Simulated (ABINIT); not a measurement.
Planning a run of ABINIT 10.8.3 on BaTiO3 (P4mm). The input:

```
acell 3*1.0 Angstrom
rprim 
  3.990480000000 0.000000000000 0.000000000000
  0.000000000000 3.990480000000 0.000000000000
  0.000000000000 0.000000000000 4.023030000000
ntypat 3
znucl 56 22 8
natom 5
typat 1 2 3 3 3
xred 
  0.000000000000 0.000000000000 0.000000000000
  0.500000000000 0.500000000000 0.522000000000
  0.500000000000 0.500000000000 0.979000000000
  0.500000000000 0.000000000000 0.488000000000
  0.000000000000 0.500000000000 0.488000000000
pp_dirpath "pseudos"
pseudos "Ba.upf, Ti.upf, O.upf"
ecut 38
ngkpt 4 4 4
nshiftk 1
shiftk 0 0 0
kptopt 1
chksymbreak 0
istwfk *1
occopt 1
irdwfk 1
optdriver 3
nband 108
ecuteps 5.6
inclvkb 2
awtr 1
symchi 1
gwcalctyp 1
nfreqre 0
nfreqim 16
indata_prefix "in"
outdata_prefix "out"
tmpdata_prefix "tmp"
```

```sh
OMP_NUM_THREADS=1 mpirun -n 8 abinit run.abi > log
```

**Question.** How long will it take on 8 MPI ranks of AMD EPYC 9R45, shared host, and how much memory?

It took 86 s; on shared hardware allow 43 s to 2.9 min. Peak host memory was 3.2 GiB.

[Paths, hosts, dates, memory and timing lines, banners, echoed tables and standing remarks are left out of the program output.]

[Logs are printed without paths, hosts, clocks, repeated set-up lines and the standing remarks that a program may print on its own settings, such as how far it seeks lower states.]

[Runs of the session that timed out or met a known fault of the program may be left out.]

[No measured gap is set beside runs whose start may be inverted or whose files or cutoffs have a known fault.]

[Hosts, paths, dates, database ids (printed as entryN), source tags and the programs' standing remarks are cut or masked in the printed files.]

[G0W0 gaps are taken among the corrected bands and points alone; a level outside them can change the order at an edge.]

[Where Ansatz stands beside ABINIT at settings called matched, ABINIT's density can come from a denser mesh and the files from another edition; pairs whose starting gaps differed by over 0.03 eV were left out, so agreement reads better than it is.]
